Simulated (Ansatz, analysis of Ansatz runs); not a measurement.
# Does the charge change how S moves in Y2S2O (P2_1/c)?

Aim: compare the barrier of one jump in Y2S2O (P2_1/c) across charge states. The case: V_S hop (3.4 Å), in a cell of 40 host atoms with 1 S taken out.

Method: migration barriers of one hop by charge state from climbing-image bands, LDA; no image-charge correction, which largely cancels along a path, in analysis of Ansatz runs 0.2.0.

### Step 1. Starting point

The cell holds 39 atoms: 16 Y, 15 S and 8 O. Its edges and angles: a = 9.558 Å, b = 9.611 Å, c = 10.562 Å, α = 56.3°, β = 68.7°, γ = 66.9°. It derives from Y2S2O (space group P2_1/c). Nearest the centre at fractional (0.484, 0.569, 0.310): S27 at 1.71 Å, Y7 at 2.12 Å, Y1 at 2.27 Å, Y6 at 2.88 Å, S26 at 3.34 Å, S18 at 3.36 Å, O38 at 3.48 Å, S21 at 3.53 Å.

Coordinates:

```xyz
39
Lattice="-1.1302 6.7797 6.6422 6.9691 0.0000 6.6185 8.0992 6.7797 -0.0236" Properties=species:S:1:pos:R:3 pbc="T T T"
Y     6.1410    6.4114    4.9637
Y     5.0108    6.4114   11.6059
Y     8.3622    3.0216    4.9522
Y     8.3622    9.8012    4.9522
Y     8.9273    7.1480    1.6312
Y     7.7971    7.1480    8.2733
Y     5.5759    3.7581    8.2848
Y     5.5759   10.5378    8.2848
Y    10.7663    5.8046    4.4819
Y     2.6671    5.8046    4.5056
Y     3.7369    2.4148    5.4340
Y     3.7369    9.1944    5.4340
Y    11.2710    7.7548    8.7315
Y     3.1718    7.7548    8.7551
Y    10.2012    4.3649    7.8030
Y    10.2012   11.1446    7.8030
S     6.3789    1.8865    6.4208
S     6.3789    8.6662    6.4208
S     2.0982    2.4877    2.8293
S     9.0673    9.2673    9.4478
S     4.8708    4.2920    3.7892
S    11.8399   11.0717   10.4077
S     9.6324    7.6818    6.1268
S     1.5332    7.6818    6.1504
S     8.1243    5.2763    3.4952
S     6.9941    5.2763   10.1374
S     7.5592    4.8932    6.8163
S     7.5592   11.6729    6.8163
S     6.9440    8.2830    3.0997
S     5.8138    8.2830    9.7419
S    12.4050    5.8775    7.0867
O     9.6786    6.1878    8.9364
O     9.6786   12.9675    8.9364
O    10.2436    3.9817    5.6154
O     2.1444    3.9817    5.6390
O     4.2596    0.5918    4.3006
O     4.2596    7.3715    4.3006
O    11.7937    9.5777    7.5981
O     3.6945    9.5777    7.6217
```

The cell's shortest repeat is 9.6 Å.

### Step 2. The bands

Climbing-image bands with Ansatz at the zone centre alone, on 4 threads of Arm Neoverse V1, shared host:

```
charge  moment (μB)  images  iterations              energies along the band (eV)     time
    +2            0       5           6  0.00, 0.21, 0.64, 0.83, 0.63, 0.29, 0.16  2.4 min
     0            0       5           7  0.00, 0.43, 1.41, 1.93, 1.43, 0.61, 0.33  2.6 min
    +1            1       5           7  0.00, 0.34, 1.06, 1.42, 1.03, 0.43, 0.21    7 min
```

### Step 3. Barriers and rates

Arrhenius rates with an assumed prefactor of 1e13 per second. Hop rate against temperature:

```csv
temperature (K),charge +2 (1/s),charge +0 (1/s),"charge +1, moment 1 (1/s)"
200,1.0e-8,2.3e-36,1.6e-23
300,0.103,3.8e-20,1.4e-11
400,323,4.8e-12,1.3e-5
600,1.0e6,6.2e-4,11.6
800,5.7e7,6.95,11204
1000,6.4e8,1878,6.9e5
```

### Step 4. What came out

```json
{
 "barrier at charge plus 2": "0.83 eV",
 "barrier at charge 0": "1.93 eV",
 "barrier at charge plus 1, 1 μB": "1.42 eV"
}
```

**Reading.** The barrier is lowest at charge +2 (0.83 eV) and highest at 0 (1.93 eV). No image-charge correction is applied. The order of the top as a saddle was not checked for all atoms, so a bent path could be lower. Limits: sampling at the zone centre alone can move energies of charged and open-shell states by tenths of an eV or more in cells of this size.

[Logs are printed without paths, hosts, clocks, repeated set-up lines and the standing remarks that a program may print on its own settings, such as how far it seeks lower states.]

[Hosts, paths, dates, database ids (printed as entryN), source tags and the programs' standing remarks are cut or masked in the printed files.]
